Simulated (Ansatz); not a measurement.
**Sensitivity of the G0W0 gap of CdTe (F-43m)**

A base run on CdTe (F-43m), then changed inputs.

Main program and level: Ansatz 0.2.0; G0W0 on PBE, plane waves, PAW; PAW set soft_1.

### Step 1. The structure

Symmetry: F-43m, No. 216, cubic system. The conventional cell has a = 6.480 Å, b = 6.480 Å, c = 6.480 Å, α = 90.00°, β = 90.00°, γ = 90.00°. Cd has 4 Te at 2.81 Å nearest. Nearest to Te lie 4 Cd at 2.81 Å. Farther neighbours and most contacts between anions are not listed.

The cell and positions come from the Crystallography Open Database and are kept as given unless a step says otherwise. Spin-orbit coupling is left out unless a step names it.

### Step 2. The base run: 4×4×4 mesh, 154 empty bands, screening to 100 eV, PAW set soft_1 files

G0W0 replaces the xc potential by the self-energy, built once from these orbitals. Only a window of levels is corrected, while the sums run over the empty bands that the input names. This step takes PAW set soft_1 files.

File input.yaml:

```yaml
crystal:
  lattice:
    - [0.0, 3.24, 3.24]
    - [3.24, 0.0, 3.24]
    - [3.24, 3.24, 0.0]
  atoms:
    - { symbol: Cd, position: [0.0, 0.0, 0.0] }
    - { symbol: Te, position: [0.25, 0.25, 0.25] }
kpoints:
  mp_grid: { grid: [4, 4, 4] }
hamiltonian:
  xc: pbe
  pseudopotentials: { kind: paw, azcp: { folder: soft_1 } }
scf:
  occupations: { method: fixed }
gw:
  n_empty_bands: 154
  ecut_chi: 100
  qp_bands: [v2, c2]
  qp_kpoints: band_edges
  screening: { model: contour_deformation }
```

Command:

```sh
$ ansatz run input.yaml --threads 3 --pin off --max-ram 92160MiB --backend cuda --events-out ev --progress --plain --runs-dir out --devices 1 --max-vram 13GiB
```

Numbers of over 12 decimals in the logs are rounded to 6 here.

The log of the run:

```text
GPUs: using 1 of 1 available (devices: 1).
Engine: ansatz 0.2.0, x86_64-unknown-linux-gnu
Pseudopotentials: kind: paw
Pseudopotential: Cd, paw, valence charge 20, recommended cutoff 420 eV (normal), soft_1/Cd.paw.azcp
Pseudopotential: Te, paw, valence charge 16, recommended cutoff 420 eV (normal), soft_1/Te.paw.azcp
Functional definition: PBE
  parameter kappa = 0.804
  parameter beta = 0.066725
  exchange = pbe_x(kappa = kappa, mu = beta*pi^2/3)
  correlation = pbe_c(beta = beta)
device memory: the entry about to start is reckoned to put 1.1 GiB on a device that reports 36.7 GiB free (of which the cap on the GPU budget leaves the run 13.0 GiB)
GPU FFT provider: cuFFT
GPU libraries: cuBLAS 13.8.2, cuFFT 12.4.0, cuSOLVER 12.3.4
Crystal: 2 atoms, lattice volume = 68.024 Å³
Basis set: ecut = 420 eV, 1363 PW (Γ)
Bands: 22, of which v1, the nominal top of the filled ones, is band 18 counted from 1 (17 counted from 0)
Symmetry: 24 space group operations
Space group: F-43m (ITA 216), of the structure as read, at distance tolerance 4.1e-5 Å
k-points: 8 of 64 (time reversal used)
Non-local potential: Cd, projectors of the file, l = 0: 3, l = 1: 2, l = 2: 2, l = 3: 1
Non-local potential: Te, projectors of the file, l = 0: 2, l = 1: 2, l = 2: 2, l = 3: 1
PAW form: soft (Blöchl's): semilocal exchange-correlation on the pseudo side does not see the compensation charge
PAW one-centre angular grid: Cd, 590 points (default); XC on 64 Gauss nodes
PAW one-centre angular grid: Te, 590 points (default); XC on 64 Gauss nodes
Initial density: superposition of atomic densities (chi_scale 0.1, normalization cell, long waves kept (reshape's long-wave potential 0.00 eV rms))
Initial wavefunctions: pseudopotential atomic-orbital guess
GPU buffer pool allocated for 32768 grid points (all kernels)
GPU transforms: local potential and band sums: pruned to the plane-wave sphere, on 30×32×32
Functional: x = pbe(κ = 0.804, μ = 0.219515), c = pbe(β = 0.066725)
SCF iter   1: F=—  HF=-15235.429300 eV  |F-HF|=—  |Δ(HF+E_count)|=         —  Δρ=2.14e-2  dr2=2.13e-1  ethr=3.10e-3  ⟨swp⟩=4.6  Hψ=693  notcnv=0  defer=13
preconditioner: auto → none  [insulator: Δε(μ)=0.675 eV  Ē_g=11.547 eV  n_scr=14 (ndim 8)  ℏωp=19.1 eV  f_vac=0.156  ε∞_Penn≈3.7]
SCF iter   2: F=—  HF=-15235.406208 eV  |F-HF|=—  |Δ(HF+E_count)|=   2.31e-2  Δρ=9.02e-3  dr2=4.50e-2  ethr=5.93e-4  ⟨swp⟩=3.6  Hψ=410  notcnv=0  defer=11
SCF iter   3: F=—  HF=-15235.409749 eV  |F-HF|=—  |Δ(HF+E_count)|=   3.54e-3  Δρ=4.38e-3  dr2=8.37e-3  ethr=1.25e-4  ⟨swp⟩=2.9  Hψ=268  notcnv=0  defer=13
SCF iter   4: F=—  HF=-15235.410429 eV  |F-HF|=—  |Δ(HF+E_count)|=   6.80e-4  Δρ=5.89e-4  dr2=8.66e-5  ethr=2.32e-5  ⟨swp⟩=2.5  Hψ=328  notcnv=0  defer=12
[...]
E_nonlocal   = 186.737276
  E_hartree    = 2737.292735
  E_xc         = -278.864804
  E_vxc        = -297.875958  (∫ρ·V_xc dr)
  E_paw        = -8772.294278  (= ΣΔE_a)
  E_vpaw       = -956.431572  (= ΣTr[D̂ρ^β])
  E_aug_tail   = 0.000394  (compensation charges beyond the density's cutoff)
  E_ewald      = -3912.024287
  E_smearing   = -0.000000  (= −TS)
  E_closure    = 0.000000  (closes the sum)
  Σ components = -15235.410497   (vs F -15235.410497, Δ=0.00e0)
--- Band table (eV; the first three rows and the last of 8) ---
  k-point 0: bands = [... 14 lower, -0.5667, 7.4836, 7.4836, 7.4836, 8.2436, 12.0835, 12.0835, 12.0835]
  k-point 1: bands = [... 14 lower, -0.5670, 4.7536, 7.0541, 7.0541, 9.4647, 12.6353, 12.6353, 12.8449]
  k-point 2: bands = [... 14 lower, -0.2096, 3.0530, 6.7070, 6.7070, 9.2939, 12.6758, 12.6758, 14.5445]
  k-point 7: bands = [... 14 lower, 0.0130, 3.2904, 5.1585, 5.2837, 11.7323, 12.1630, 13.0387, 13.7932]
--- G₀W₀: contour deformation, 7 samples at zero and on the imaginary axis and 2 off it, 64 q-points, 154 empty bands' worth ---
  eigenvalues of the whole cell's RPA ε∞ on this k-mesh (on a slab, of 1 + 4πα/V) = 26.2194, 26.2194, 26.2194; static W/v taken at q = 0 is 0.038140
  bands read: the sum over 172 bands ends inside a degenerate multiplet in 3 slots, whose members it reads at an even weight; the widest, k=0: bands 171 to 173 (counted from 1) at 2/3 each
  gw.qp_kpoints: band_edges: 5 of 8 stored k-points solved, in 1 pass; an edge of the gap read off the rows below is read off those points alone
    valence top: of the k-points left out ik 5 came nearest to being solved in a further pass, in band 18 (counted from 1, as in the quasiparticle table): it holds the edge there only if its correction is more favourable than any solved in that band by at least 0.808 eV; those differ by 0.131 eV
    conduction bottom: of the k-points left out ik 4 came nearest to being solved in a further pass, in band 19 (counted from 1, as in the quasiparticle table): it holds the edge there only if its correction is more favourable than any solved in that band by at least 1.922 eV; those differ by 0.295 eV
    ik  band        ε_KS         Σx   Σc(E_QP)       V_xc       Z   E_QP_lin       E_QP  E_QP is
     0    17      7.4836   -17.9267     1.5818   -15.8956  0.7371     7.0204     7.0344  root
     0    18      7.4836   -17.9267     1.5818   -15.8956  0.7371     7.0204     7.0344  root
     0    19      8.2436    -9.3527    -3.8037   -13.3171  0.7590     8.4056     8.4043  root
     0    20     12.0835    -6.6240    -4.1362   -10.8587  0.7405    12.1825    12.1820  root
     1    17      7.0541   -17.3052     1.6717   -15.1479  0.7338     6.5509     6.5684  root
     1    18      7.0541   -17.3052     1.6717   -15.1479  0.7338     6.5509     6.5684  root
     1    19      9.4647    -8.7070    -3.8480   -12.7008  0.7531     9.6115     9.6104  root
     1    20     12.6353    -6.7439    -4.2702   -11.1248  0.7367    12.7466    12.7459  root
[...]
6    17      5.6167   -15.6897     2.1109   -12.9983  0.7148     5.0044     5.0363  root
     6    18      5.6167   -15.6897     2.1109   -12.9983  0.7148     5.0044     5.0363  root
     6    19     10.0843    -5.9179    -3.5877    -9.3846  0.7624     9.9639     9.9632  root
     6    20     10.1522    -8.1022    -3.7665   -11.9523  0.7519    10.2362    10.2359  root
[key lines of the parts left out:]
SCF converged after 7 iterations
Free energy (F): -15235.410497 eV
Fermi energy:    7.483641 eV
```

It took 15 s on 1 × NVIDIA H100 80GB HBM3 (shared by 6 runs) with 3 threads of AMD EPYC 7R13 (Zen 3), shared host; peak memory 1.1 GiB.

The column dr2 measures how far the density is from self-consistency, as an energy; F and HF (Harris–Foulkes) agree once it is small.

This step gave:

```
bands summed                                 : 172
RPA ε∞ on this mesh (eigenvalues)            : 26.22, 26.22, 26.22
plane waves in the screening matrix          : 169
q-points in the mesh                         : 64
G0W0 gap on the mesh                         : 1.370 eV
k of the valence top                         : 0, 0, 0
k of the conduction bottom                   : 0, 0, 0
starting gap on the mesh                     : 0.7600 eV
Z at the valence top                         : 0.7371
Z at the conduction bottom                   : 0.7590
least direct G0W0 gap on the computed points : 1.370 eV
```

The gap on the mesh goes from 0.76 eV to 1.37 eV, a correction of +0.61 eV. Between the two edge states, bare exchange in place of the xc potential would open the gap by 6.00 eV, and correlation takes back 5.39 eV.

### Step 3. Variant: coarser q mesh

input.yaml, as its differences from that of step 2:

```diff
@@ -21 +21,2 @@
   screening: { model: contour_deformation }
+  q_mesh: [2, 2, 2]
```

The log of the run:

```text
GPUs: using 1 of 1 available (devices: 1).
[...]
GPU FFT provider: cuFFT
GPU libraries: cuBLAS 13.8.2, cuFFT 12.4.0, cuSOLVER 12.3.4
Crystal: 2 atoms, lattice volume = 68.024 Å³
Basis set: ecut = 420 eV, 1363 PW (Γ)
Bands: 22, of which v1, the nominal top of the filled ones, is band 18 counted from 1 (17 counted from 0)
[... 1 set-up line as in the run before ...]
[...]
k-points: 8 of 64 (time reversal used)
[...]
GPU buffer pool allocated for 32768 grid points (all kernels)
[...]
SCF iter   1: F=—  HF=-15235.429300 eV  |F-HF|=—  |Δ(HF+E_count)|=         —  Δρ=2.14e-2  dr2=2.13e-1  ethr=3.10e-3  ⟨swp⟩=4.6  Hψ=693  notcnv=0  defer=13
[...]
SCF iter   7: F=-15235.410497 eV  HF=-15235.410497 eV  |F-HF|=1.50e-8  |Δ(HF+E_count)|=   1.78e-7  Δρ=3.60e-6  dr2=1.03e-8  ethr=2.78e-10  ⟨swp⟩=7.9  Hψ=795  notcnv=0
SCF 1 converged in 7 iterations: F = -15235.410497 eV  dr2 = 1.03e-8
[...]
NSCF: frozen V_eff on 8 k-points
[...]
G₀W₀ screening: q 1/3
[... further progress lines ...]
[...]
SCF converged after 7 iterations
Free energy (F): -15235.410497 eV
[...]
Internal energy: -15235.410497 eV  (E = F + TS)
E sigma→0 (E₀):  -15235.410497 eV
Fermi energy:    7.483641 eV
[...]
--- Band table (eV; the first three rows and the last of 8) ---
  k-point 0: bands = [... 14 lower, -0.5667, 7.4836, 7.4836, 7.4836, 8.2436, 12.0835, 12.0835, 12.0835]
  k-point 1: bands = [... 14 lower, -0.5670, 4.7536, 7.0541, 7.0541, 9.4647, 12.6353, 12.6353, 12.8449]
  k-point 2: bands = [... 14 lower, -0.2096, 3.0530, 6.7070, 6.7070, 9.2939, 12.6758, 12.6758, 14.5445]
  k-point 7: bands = [... 14 lower, 0.0130, 3.2904, 5.1585, 5.2837, 11.7323, 12.1630, 13.0387, 13.7932]
[...]
0    17      7.4836   -18.8669     2.5027   -15.8956  0.6934     6.9875     7.0151  root
     0    18      7.4836   -18.8669     2.5027   -15.8956  0.6934     6.9875     7.0151  root
     0    19      8.2436    -8.3708    -4.7550   -13.3171  0.7089     8.4382     8.4349  root
     0    20     12.0835    -6.2104    -4.6153   -10.8587  0.6994    12.1165    12.1164  root
     1    17      7.0541   -18.0587     2.4530   -15.1479  0.6930     6.5705     6.5964  root
     1    18      7.0541   -18.0587     2.4530   -15.1479  0.6930     6.5705     6.5964  root
     1    19      9.4647    -7.8789    -4.6714   -12.7008  0.7069     9.6171     9.6152  root
     1    20     12.6353    -6.5327    -4.5810   -11.1248  0.7007    12.6464    12.6464  root
[...]
6    17      5.6167   -16.1660     2.6390   -12.9983  0.6773     5.0468     5.0881  root
     6    18      5.6167   -16.1660     2.6390   -12.9983  0.6773     5.0468     5.0881  root
     6    19     10.0843    -5.3469    -4.2001    -9.3846  0.7139     9.9240     9.9219  root
     6    20     10.1522    -7.5508    -4.3683   -11.9523  0.7060    10.1855    10.1854  root
```

It took 18 s on 1 × NVIDIA H100 80GB HBM3 (shared by 6 runs) with 3 threads; peak memory 1.1 GiB.

Against the base:

```csv
setting,base,variant
q mesh,-,"[2, 2, 2]"
```

```csv
quantity,variant,base
starting gap on the mesh,0.760,0.760
G0W0 gap on the mesh,1.420,1.370
least direct G0W0 gap on the computed points,1.420,1.370
Z at the valence top,0.693,0.737
Z at the conduction bottom,0.709,0.759
```

### Step 4. Variant: low screening cutoff

input.yaml, as its differences from that of step 3:

```diff
@@ -16,4 +16,4 @@
 gw:
-  n_empty_bands: 154
-  ecut_chi: 100
+  n_empty_bands: 203
+  ecut_chi: 25
   qp_bands: [v2, c2]
@@ -21,2 +21 @@
   screening: { model: contour_deformation }
-  q_mesh: [2, 2, 2]
```

The log of the run:

```text
GPUs: using 1 of 1 available (devices: 1).
[...]
GPU FFT provider: cuFFT
GPU libraries: cuBLAS 13.8.2, cuFFT 12.4.0, cuSOLVER 12.3.4
Crystal: 2 atoms, lattice volume = 68.024 Å³
Basis set: ecut = 420 eV, 1363 PW (Γ)
Bands: 22, of which v1, the nominal top of the filled ones, is band 18 counted from 1 (17 counted from 0)
[... 1 set-up line as in the run before ...]
[...]
k-points: 8 of 64 (time reversal used)
[...]
GPU buffer pool allocated for 32768 grid points (all kernels)
[...]
SCF iter   1: F=—  HF=-15235.429300 eV  |F-HF|=—  |Δ(HF+E_count)|=         —  Δρ=2.14e-2  dr2=2.13e-1  ethr=3.10e-3  ⟨swp⟩=4.6  Hψ=693  notcnv=0  defer=13
[...]
SCF iter   7: F=-15235.410497 eV  HF=-15235.410497 eV  |F-HF|=1.50e-8  |Δ(HF+E_count)|=   1.78e-7  Δρ=3.60e-6  dr2=1.03e-8  ethr=2.78e-10  ⟨swp⟩=7.9  Hψ=795  notcnv=0
SCF 1 converged in 7 iterations: F = -15235.410497 eV  dr2 = 1.03e-8
[...]
G₀W₀ screening: q 1/8
[... further progress lines ...]
[...]
SCF converged after 7 iterations
Free energy (F): -15235.410497 eV
[...]
Internal energy: -15235.410497 eV  (E = F + TS)
E sigma→0 (E₀):  -15235.410497 eV
Fermi energy:    7.483641 eV
[...]
--- Band table (eV; the first three rows and the last of 8) ---
  k-point 0: bands = [... 14 lower, -0.5667, 7.4836, 7.4836, 7.4836, 8.2436, 12.0835, 12.0835, 12.0835]
  k-point 1: bands = [... 14 lower, -0.5670, 4.7536, 7.0541, 7.0541, 9.4647, 12.6353, 12.6353, 12.8449]
  k-point 2: bands = [... 14 lower, -0.2096, 3.0530, 6.7070, 6.7070, 9.2939, 12.6758, 12.6758, 14.5445]
  k-point 7: bands = [... 14 lower, 0.0130, 3.2904, 5.1585, 5.2837, 11.7323, 12.1630, 13.0387, 13.7932]
[...]
0    17      7.4836   -17.9267     1.9610   -15.8956  0.7506     7.4133     7.4135  root
     0    18      7.4836   -17.9267     1.9610   -15.8956  0.7506     7.4133     7.4135  root
     0    19      8.2436    -9.3527    -3.4929   -13.3171  0.7661     8.7306     8.7151  root
     0    20     12.0835    -6.6240    -3.8958   -10.8587  0.7479    12.4301    12.4224  root
     1    17      7.0541   -17.3052     2.0426   -15.1479  0.7467     6.9387     6.9393  root
     1    18      7.0541   -17.3052     2.0426   -15.1479  0.7467     6.9387     6.9393  root
     1    19      9.4647    -8.7070    -3.5450   -12.7008  0.7606     9.9274     9.9135  root
     1    20     12.6353    -6.7439    -4.0471   -11.1248  0.7424    12.9762    12.9690  root
[...]
6    17      5.6167   -15.6897     2.4380   -12.9983  0.7259     5.3593     5.3634  root
     6    18      5.6167   -15.6897     2.4380   -12.9983  0.7259     5.3593     5.3634  root
     6    19     10.0843    -5.9179    -3.5566    -9.3846  0.7655     9.9947     9.9943  root
     6    20     10.1522    -8.1022    -3.5533   -11.9523  0.7590    10.4542    10.4490  root
```

Run time: 12 s. Hardware: 1 × NVIDIA H100 80GB HBM3 (shared by 6 runs) with 3 threads; peak memory 1.1 GiB; 15 s of CPU time.

Against the base:

```csv
setting,base,variant
empty bands,154,203
screening cutoff (eV),100,25
```

```csv
quantity,variant,base
starting gap on the mesh,0.760,0.760
G0W0 gap on the mesh,1.302,1.370
least direct G0W0 gap on the computed points,1.302,1.370
Z at the valence top,0.751,0.737
Z at the conduction bottom,0.766,0.759
```

### Step 5. Results

* base: 1.37 eV, 15 s
* coarser q mesh: 1.42 eV, 18 s
* low screening cutoff: 1.30 eV, 12 s

What this shows: Coarser q mesh: the gap moves by +0.05 eV; such settings are too crude to quote. Low screening cutoff: the gap moves by −0.07 eV; such settings are too crude to quote. The variant differs from the base in empty bands and screening cutoff together, so the change can't be laid to one of them. All runs here use a coarse mesh and modest cutoffs; they test settings and are not final values. The 4×4×4 mesh is coarse for this cell (its supercell is 18 Å along the shortest edge). The RPA ε∞ on it, from the PBE start, is 26.22; such meshes misread the long-range screening, most where the gap is narrow. The RPA ε∞ on this mesh reaches over 25; with a narrow direct gap a coarse mesh can overstate it, and the correction is then too small. The many-body steps are scalar-relativistic: spin-orbit coupling is not in them.

[Paths, hosts, dates, memory and timing lines, banners, echoed tables and standing remarks are left out of the program output.]

[Logs are printed without paths, hosts, clocks, repeated set-up lines and the standing remarks that a program may print on its own settings, such as how far it seeks lower states.]

[Runs of the session that timed out or met a known fault of the program may be left out.]

[Cells called generated may have been cut or substituted from an entry of the Crystallography Open Database or the Materials Project.]

[Hosts, paths, dates, database ids (printed as entryN), source tags and the programs' standing remarks are cut or masked in the printed files.]
